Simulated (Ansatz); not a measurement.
# TaSi2N4 monolayer in a perpendicular field, part 2 of 3

Wanted: the out-of-plane response of the TaSi2N4 monolayer. A positive field points along +c.

Ansatz 0.2.0; plane-wave DFT, PBE-D3(BJ), Ansatz PAW.

So far. Step 2 (Relaxation): The lattice constant a goes from 2.920 to 2.951 Å.

## Step 3: Atoms held, field 0

A sawtooth potential applies the field, turning back in the middle of the vacuum. With the dipole correction the typed value is the field outside the slab. The induced dipole is small, so the SCF threshold is tight.

The cell differs from the one that the last finished run ended in (c 45.628 → 25.022 Å).

The input, input.yaml:

```yaml
crystal:
  lattice:
    - [2.9505611541, 0.0, 0.0]
    - [-1.475280577, 2.5552609149, 0.0]
    - [0.0, 0.0, 25.0215092713]
  atoms:
    - { symbol: "N", position: [0.0, 0.0, 0.3596905328], spin: 0.01 }
    - { symbol: Si, position: [0.3333333333, 0.6666666667, 0.3798375388] }
    - { symbol: "N", position: [0.3333333333, 0.6666666667, 0.4497493179], spin: 0.01 }
    - { symbol: Ta, position: [0.0, 0.0, 0.5], spin: 0.23 }
    - { symbol: "N", position: [0.3333333333, 0.6666666667, 0.5502506821], spin: 0.01 }
    - { symbol: Si, position: [0.3333333333, 0.6666666667, 0.6201624612] }
    - { symbol: "N", position: [0.0, 0.0, 0.6403094672], spin: 0.01 }
magnetization:
  spin_polarized: true
kpoints:
  mp_grid: { grid: [18, 18, 1] }
  band_path:
    path: [[0, 0, 0], [0.5, 0, 0], [0.33333333, 0.33333333, 0], [0, 0, 0]]
    npoints: 16
hamiltonian:
  xc: pbe
  dispersion: d3bj
scf:
  occupations: { method: fermi_dirac, width: 0.02585 }
  convergence: { dr2_threshold: 1.0e-10 }
efield:
  axis: 3
  dipole_correction: true
  ramp_position: 0.97
  ramp_width: 0.06
  amplitude: 0
output:
  dos: { projected: true, e_range: [-6, 5] }
  write_potential: true
  write_density: true
  volumetric_format: npy
  elf: true
```

On the command line:

```sh
ansatz run input.yaml --threads 2 --pin off --max-ram 3072MiB --backend cpu --events-out ev --progress --plain --runs-dir out
```

Numbers of over 12 decimals in the logs are rounded to 6 here.

What it wrote:

```text
[...]
Crystal: 7 atoms, lattice volume = 188.649 Å³
Basis set: ecut = 420 eV, 3611 PW (Γ)
Bands: 28, of which v1, the nominal top of the filled ones, is band 21 counted from 1 (20 counted from 0)
Symmetry: 6 space group operations
k-points: 37 of 324 (time reversal used)
[...]
Starting moments: Σ|m| = 0.27 μB on 5 of 7 sites
[...]
SCF iter   1: F=—  HF=-12720.786980 eV  |F-HF|=—  |Δ(HF+E_count)|=         —  Δρ=3.70e-2 (↑3.69e-2 ↓3.70e-2)  dr2=1.41e1  dr2_m=5.00e-3  M=0.078 μB ∫|m|=0.088 μB  β_m=0.42  ethr=3.10e-3  p=0.000 e·Å  D=3.36e-14 V/Å  ΔV_dip=-0.00 eV  dr2_dipole=4.36e-8  V_vac-E_F(+/−)=6.47/6.47 eV  ⟨swp⟩=9.9  Hψ=13557  notcnv=0
[...]
efield: sawtooth ramp at fractional position 0.9700 (set: `efield.ramp_position`, or a place that a band, a saddle search or an elastic batch's reference lends), width 0.0600; the density the first Hamiltonian is built on has a dipole p = 0.000 e·Å; the dipole correction subtracts the counter field D = 3.36e-14 V/Å, which shifts the + side's vacuum level by -0.00 eV against the − side's; the planar-averaged density in the ramp window peaks in size at 3.0e-6 e/Å³
[...]
SCF iter   2: F=—  HF=-12736.694145 eV  |F-HF|=—  |Δ(HF+E_count)|=    1.59e1  Δρ=1.72e-2 (↑1.71e-2 ↓1.72e-2)  dr2=2.73e0  dr2_m=1.67e-3  M=0.075 μB ∫|m|=0.078 μB  β_m=0.40  ethr=3.10e-3  p=-0.000 e·Å  D=-8.09e-8 V/Å  ΔV_dip=0.00 eV  dr2_dipole=6.46e-9  V_vac-E_F(+/−)=5.80/5.80 eV  ⟨swp⟩=3.9  Hψ=5584  notcnv=0  defer=141
density mixer auto → msr1: a metal under ldos (density of states about μ 0.73 of a free-electron gas's, 16 screened modes)
SCF iter   3: F=—  HF=-12747.198882 eV  |F-HF|=—  |Δ(HF+E_count)|=    1.05e1  Δρ=1.07e-2 (↑1.07e-2 ↓1.06e-2)  dr2=4.45e-1  dr2_m=1.65e-4  M=0.082 μB ∫|m|=0.084 μB  β_m=0.57  ethr=3.10e-3  p=-0.000 e·Å  D=-9.24e-6 V/Å  ΔV_dip=0.00 eV  dr2_dipole=1.67e-9  V_vac-E_F(+/−)=5.47/5.47 eV  ⟨swp⟩=3.8  Hψ=4844  notcnv=0  defer=141
[...]
SCF iter  24: F=-12748.349878 eV  HF=-12748.349878 eV  |F-HF|=2.87e-10  |Δ(HF+E_count)|=   9.54e-9  Δρ=1.78e-7 (↑1.78e-7 ↓1.26e-7)  dr2=9.87e-11  dr2_m=1.23e-11  M=0.759 μB ∫|m|=0.767 μB  ethr=1.00e-12  p=0.000 e·Å  D=1.51e-7 V/Å  ΔV_dip=-0.00 eV  dr2_dipole=2.38e-14  V_vac-E_F(+/−)=5.28/5.28 eV  ⟨swp⟩=13.2  Hψ=13147  notcnv=0
SCF 1 converged in 24 iterations: F = -12748.349878 eV  dr2 = 9.87e-11
[...]
at 7 of the mixer's solves, the last at iteration 16, it left a direction of its history that read negative out of its fit and stepped the other way along it
[...]
NSCF: frozen V_eff on 49 k-points
efield: sawtooth ramp at fractional position 0.9700 (kept from the solve that this one continues, or follows in the run), width 0.0600; the density the first Hamiltonian is built on has a dipole p = 0.000 e·Å; the dipole correction subtracts the counter field D = 1.51e-7 V/Å, which shifts the + side's vacuum level by -0.00 eV against the − side's; the planar-averaged density in the ramp window peaks in size at 2.5e-6 e/Å³
SCF converged after 24 iterations
Magnetization: 0.7591 μB (20.8795 up, 20.1205 down)
Absolute magnetization: 0.7677 μB (∫|ρ↑−ρ↓|, with the PAW one-centre terms)
[...]
Per-site moments (μB) at R_I (Å): [(0.0080656, 0.732819), (0.00300181, 0.721586), (0.012724, 0.721586), (0.255663, 0.873377), (0.012724, 0.721586), (0.00300181, 0.721586), (0.00806561, 0.732819)]
Free energy (F): -12748.349878 eV
[...]
Internal energy: -12748.344002 eV  (E = F + TS)
E sigma→0 (E₀):  -12748.346940 eV
Entropy (-TS):   -0.005876 eV (-0.839 meV/atom)
Fermi energy:    1.505904 eV
Dipole field:    D = 0.000000 V/Å  (p = 0.000000 e·Å, saw-weighted, corrected)
Work function:   Φ+ = 5.2807 eV   Φ− = 5.2807 eV
Levels:          The Fermi level and band energies are counted from a zero that moves with the ramp; work functions are not
[...]
--- Band table (eV; the first three rows and the last of 74) ---
  k-point 0 ↑: bands = [... 17 lower, -0.8375, -0.7478, -0.7478, 1.9908, 5.0919, 5.0919, 5.0993, 5.1025, ... 3 higher]
  k-point 1 ↑: bands = [... 17 lower, -0.9383, -0.8096, -0.6643, 1.9725, 4.7575, 5.1032, 5.1621, 5.5250, ... 3 higher]
  k-point 2 ↑: bands = [... 17 lower, -1.0913, -0.9797, -0.6279, 1.8295, 4.6141, 5.1416, 5.2509, 6.0018, ... 3 higher]
  k-point 36 ↓: bands = [... 17 lower, -2.5498, -0.6394, 0.1383, 2.3203, 5.1863, 5.5387, 6.8600, 7.2179, ... 3 higher]
```

Wall time 2.1 min (2 threads of Arm Neoverse N1, shared host); peak memory 0.7 GiB; 4.2 min of CPU time.

This step gave:

* energy at zero smearing: -12748.3469 eV
* total moment: 0.7591 μB
* site moments: 0.008066, 0.003002, 0.01272, 0.2557, 0.01272, 0.003002, 0.008066 μB
* work function, upper face: 5.281 eV
* dipole along the normal: 3.81e-7 e·Å

Running mean over a fixed 2.6 Å (it still follows the layers) of the planar mean; the ramp of the sawtooth is left out. Electron's electrostatic potential energy less the Fermi level against z:

```csv
z (Å),electron's electrostatic potential energy less the Fermi level (eV)
3.5,5.28
4.0,5.28
4.5,5.28
5.0,5.28
5.5,5.28
6.0,5.26
6.5,5.19
7.0,4.80
7.5,2.84
8.0,-1.62
8.5,-5.87
9.0,-8.18
9.5,-9.10
10.0,-9.95
10.5,-8.79
11.0,-8.02
11.5,-9.94
12.0,-12.1
12.5,-13.0
13.0,-12.2
13.5,-10.1
14.0,-8.07
14.5,-8.71
15.0,-9.95
15.5,-9.14
16.0,-8.24
16.5,-6.01
17.0,-1.83
17.5,2.69
18.0,4.76
18.5,5.18
19.0,5.26
19.5,5.28
20.0,5.28
20.5,5.28
21.0,5.28
21.5,5.28
```

The density of states has structure finer than the step of the table below, so its rows give means over 0.2 eV, whole bins alone (the curve runs from -6 to 1.99 eV). Peaks (eV: height): total -5.92: 6.49, -5.56: 7.83, -5.50: 8.49, -3.11: 5.56, -2.33: 10.8, -2.09: 5.55, 0.01: 3.74; up -5.92: 3.11, -5.56: 5.27, -3.22: 3.00, -2.33: 7.22, -2.14: 3.03, -0.68: 3.66; down -5.92: 3.37, -5.50: 5.91, -3.11: 3.72, -2.28: 5.55, -2.22: 5.20, -2.09: 3.91, 0.01: 3.33.

Table of density of states by energy, zero at the Fermi level; means over each step; values in states/eV a cell:

```csv
energy (eV),total,up,down
-5.8,3.77,1.87,1.90
-5.6,5.65,3.10,2.55
-5.4,5.82,2.56,3.26
-5.2,3.39,1.60,1.79
-5.0,3.15,1.58,1.57
-4.8,3.43,1.68,1.75
-4.6,2.71,1.28,1.43
-4.4,2.29,1.11,1.18
-4.2,2.29,1.18,1.11
-4.0,2.19,1.10,1.09
-3.8,2.13,1.13,1.00
-3.6,3.62,2.00,1.62
-3.4,3.90,1.93,1.97
-3.2,4.36,2.32,2.04
-3.0,3.77,1.76,2.01
-2.8,3.59,1.75,1.84
-2.6,4.11,2.05,2.06
-2.4,6.05,3.28,2.77
-2.2,7.07,3.05,4.01
-2.0,2.49,0.919,1.57
-1.8,0.962,0.470,0.492
-1.6,0.840,0.413,0.426
-1.4,0.382,0.136,0.246
-1.2,0,0,0
-1.0,0,0,0
-0.8,0.633,0.633,0
-0.6,2.13,2.13,0
-0.4,0.887,0.887,0
-0.2,0.591,0.591,0
0.0,2.33,0.374,1.95
0.2,1.50,0.183,1.31
0.4,0.939,0.216,0.723
0.6,0.511,0.00677,0.504
0.8,0.303,0,0.303
1.0,0.196,0,0.196
1.2,0,0,0
```

Projected DOS per atom over height of the atomic layer and energy from the Fermi level. Layers: N Si N Ta N Si N from below.

Ten even steps from '0' (0.00 states/eV) to '9' (1.50 states/eV), each cell a mean:
```
0000000
0000000
0000000
0001000
0005000
0009000
0004000
0006000
0000000
0000000
1010101
9092909
5073705
4053504
4064604
2053502
2032302
3022203
4133314
5122215
8264628
4253524
```
Columns: height of the atomic layer (Å) from 9 to 16.0 (not evenly spaced); rows upwards: energy from the Fermi level (eV) from -5.96 to 1.96.

Projected DOS per atom, spin up over height of the atomic layer and energy from the Fermi level. Layers: N Si N Ta N Si N from below.

Ten even steps from '_' (0.00 states/eV) to '@' (0.99 states/eV), each cell a mean:
```
______________
______________
______________
______________
______..______
______::______
______**______
____..@@..____
______________
______________
..__..__..__..
**__**..**__**
==__++::++__==
::__==::==__::
--__==--==__--
::__==::==__::
..__::..::__..
::__......__::
--__::::::__--
--..........--
**::==--==::**
--..==--==..--
```
Columns: height of the atomic layer (Å) from 9 to 16.0 (not evenly spaced); rows upwards: energy from the Fermi level (eV) from -5.96 to 1.96.

Projected DOS per atom, spin down over height of the atomic layer and energy from the Fermi level. Layers: N Si N Ta N Si N from below.

Values in states/eV, 22 rows by 7 columns, each cell a mean:
```
0.00 0.00 0.00 0.00 0.00 0.00 0.00
0.00 0.00 0.00 0.00 0.00 0.00 0.00
0.00 0.01 0.01 0.09 0.01 0.01 0.00
0.01 0.01 0.03 0.29 0.03 0.01 0.01
0.01 0.01 0.05 0.66 0.05 0.01 0.01
0.03 0.02 0.09 1.10 0.09 0.02 0.03
0.00 0.00 0.00 0.00 0.00 0.00 0.00
0.00 0.00 0.00 0.00 0.00 0.00 0.00
0.00 0.00 0.00 0.00 0.00 0.00 0.00
0.07 0.00 0.06 0.01 0.06 0.00 0.07
0.14 0.00 0.17 0.03 0.17 0.00 0.14
0.72 0.02 0.80 0.18 0.80 0.02 0.72
0.36 0.02 0.56 0.25 0.56 0.02 0.36
0.35 0.02 0.46 0.26 0.46 0.02 0.35
0.33 0.03 0.48 0.30 0.48 0.03 0.33
0.19 0.03 0.40 0.21 0.40 0.03 0.19
0.19 0.03 0.23 0.15 0.23 0.03 0.19
0.27 0.05 0.17 0.17 0.17 0.05 0.27
0.33 0.10 0.27 0.23 0.27 0.10 0.33
0.39 0.12 0.21 0.17 0.21 0.12 0.39
0.61 0.22 0.51 0.33 0.51 0.22 0.61
0.32 0.16 0.44 0.27 0.44 0.16 0.32
```
Columns: height of the atomic layer (Å) from 9 to 16.0 (not evenly spaced); rows upwards: energy from the Fermi level (eV) from -5.96 to 1.96.

Deep bands are left out, so band numbers here count from the lowest band kept and differ from the log's. Electronic bands along the path, in eV, zero at the Fermi level; # counts the bands kept:

```csv
point,up #9,up #10,up #11,up #12,down #9,down #10,down #11,down #12
Γ,-2.34,-2.25,-2.25,0.48,-2.31,-2.18,-2.18,1.05
halfway,-3.13,-2.76,-2.32,-0.51,-3.05,-2.62,-2.28,0.19
M,-2.48,-2.42,-1.95,-0.71,-2.41,-2.38,-1.90,0.00
halfway,-3.10,-2.27,-1.81,-0.38,-2.96,-2.21,-1.76,0.33
K,-4.12,-2.19,-1.41,0.07,-4.06,-2.15,-1.37,0.81
halfway,-2.63,-2.51,-2.37,-0.63,-2.52,-2.47,-2.32,0.09
Γ,-2.34,-2.25,-2.25,0.48,-2.31,-2.18,-2.18,1.05
```

Site moment by atom:

```csv
atom,site moment (μB)
N1,0.008
Si2,0.003
N3,0.013
Ta4,0.256
N5,0.013
Si6,0.003
N7,0.008
```

Spin density in the ca plane at fractional y = 0.667, with atoms of Si and N within 0.2 Å of it.

Values in units of 1e-2 e/Å³, 5 rows by 16 columns, each cell a mean:
```
0.0 0.0 0.0 0.0 0.0 0.0 0.0 0.1 0.0 0.2 1.2 8.2 1.2 0.2 0.0 0.1
0.0 0.0 0.0 0.0 0.0 0.0 0.0 0.0 0.0 0.3 0.8 5.8 0.8 0.3 0.0 0.0
0.0 0.0 0.0 0.0 0.0 0.0 0.0 0.0 0.1 0.8 0.4 0.8 0.4 0.8 0.1 0.0
0.0 0.0 0.0 0.0 0.0 0.0 0.0 0.0 0.1 1.0 0.5 0.1 0.5 1.0 0.1 0.0
0.0 0.0 0.0 0.0 0.0 0.0 0.0 0.0 0.1 0.4 0.6 3.8 0.6 0.4 0.1 0.0
```
Columns run along c (16.0 Å, from fractional 0.05 to 0.69 of the cell), rows up along a (3.0 Å). Atoms in or near the plane, at fractional coordinates: Si at (0.38, 0.33), N at (0.45, 0.33), N at (0.55, 0.33), Si at (0.62, 0.33).

Valence density in the ca plane at fractional y = 0.667, with atoms of Si and N within 0.2 Å of it. It is the smooth field of the valence electrons, not physical close to the nuclei.

Ten steps, logarithmic in the rise over the least value, from '0' (0.0 e/Å³) to '9' (3.4 e/Å³), each cell a mean:
```
00000000000000000013566543334567654333456653
00000000000000000013566543334567754333356653
00000000000000000013456544456556656554456553
00000000000000000012455555688765578876545543
00000000000000000012343356899865589987533442
00000000000000000012343357899865689997533442
00000000000000000012455456788765578876545543
00000000000000000013456544556656566654456543
```
Columns run along c (16.0 Å, from fractional 0.05 to 0.69 of the cell), rows up along a (3.0 Å). Atoms in or near the plane, at fractional coordinates: Si at (0.38, 0.33), N at (0.45, 0.33), N at (0.55, 0.33), Si at (0.62, 0.33).

ELF in the ca plane at fractional y = 0.667, with atoms of Si and N within 0.2 Å of it. It is the smooth field of the valence electrons, not physical close to the nuclei.

Values, 5 rows by 16 columns, each cell a mean:
```
0.00 0.00 0.00 0.10 0.52 0.66 0.20 0.14 0.33 0.19 0.12 0.43 0.66 0.33 0.03 0.00
0.00 0.00 0.00 0.06 0.42 0.68 0.31 0.50 0.25 0.35 0.42 0.45 0.65 0.23 0.02 0.00
0.00 0.00 0.00 0.01 0.19 0.30 0.56 0.66 0.40 0.61 0.72 0.33 0.32 0.08 0.00 0.00
0.00 0.00 0.00 0.01 0.15 0.22 0.61 0.51 0.43 0.56 0.66 0.36 0.21 0.06 0.00 0.00
0.00 0.00 0.00 0.04 0.34 0.61 0.40 0.69 0.27 0.49 0.60 0.42 0.59 0.16 0.01 0.00
```
Columns run along c (16.0 Å, from fractional 0.16 to 0.79 of the cell), rows up along a (3.0 Å). Atoms in or near the plane, at fractional coordinates: Si at (0.38, 0.33), N at (0.45, 0.33), N at (0.55, 0.33), Si at (0.62, 0.33).

The work function of the upper face is 5.28 eV.

## Step 4: Single point, field 0.1 V/Å

input.yaml, as its differences from that of step 3:

```diff
@@ -29,7 +29,6 @@
   dipole_correction: true
-  ramp_position: 0.97
-  ramp_width: 0.06
-  amplitude: 0
+  ramp_position: 0.9365
+  ramp_width: 0.1271
+  amplitude: 0.1
 output:
-  dos: { projected: true, e_range: [-6, 5] }
   write_potential: true
@@ -37,2 +36 @@
   volumetric_format: npy
-  elf: true
```

What it wrote:

```text
[...]
Crystal: 7 atoms, lattice volume = 188.649 Å³
Basis set: ecut = 420 eV, 3611 PW (Γ)
Bands: 28, of which v1, the nominal top of the filled ones, is band 21 counted from 1 (20 counted from 0)
Symmetry: 6 space group operations
k-points: 37 of 324 (time reversal used)
[...]
Starting moments: Σ|m| = 0.27 μB on 5 of 7 sites
[...]
k-point 1 ↑: bands = [... 17 lower, -0.9381, -0.8098, -0.6644, 1.9722, 4.7528, 5.1029, 5.1581, 5.5257, ... 3 higher]
  k-point 2 ↑: bands = [... 17 lower, -1.0909, -0.9799, -0.6279, 1.8293, 4.6113, 5.1413, 5.2484, 5.9835, ... 3 higher]
  k-point 36 ↓: bands = [... 17 lower, -2.5502, -0.6410, 0.1396, 2.3199, 5.1859, 5.5377, 6.8601, 7.2164, ... 3 higher]
[key lines of the parts left out:]
SCF converged after 26 iterations
Magnetization: 0.7591 μB (20.8795 up, 20.1205 down)
Free energy (F): -12748.351529 eV
Fermi energy:    1.505608 eV
Dipole field:    D = 0.031673 V/Å  (p = 0.033020 e·Å, saw-weighted, corrected)
```

Wall time 2.3 min (2 threads); peak memory 0.71 GiB.

The dipole is 0.0330 e·Å.

(Part 2 of 3 ends here.)

[Logs are printed without paths, hosts, clocks, repeated set-up lines and the standing remarks that a program may print on its own settings, such as how far it seeks lower states.]

[Hosts, paths, dates, database ids (printed as entryN), source tags and the programs' standing remarks are cut or masked in the printed files.]

[Maps of the electrostatic potential energy from Ansatz leave out the sawtooth potential of an applied field or a dipole correction, so their vacuum need not be flat; planar profiles and work functions include it.]
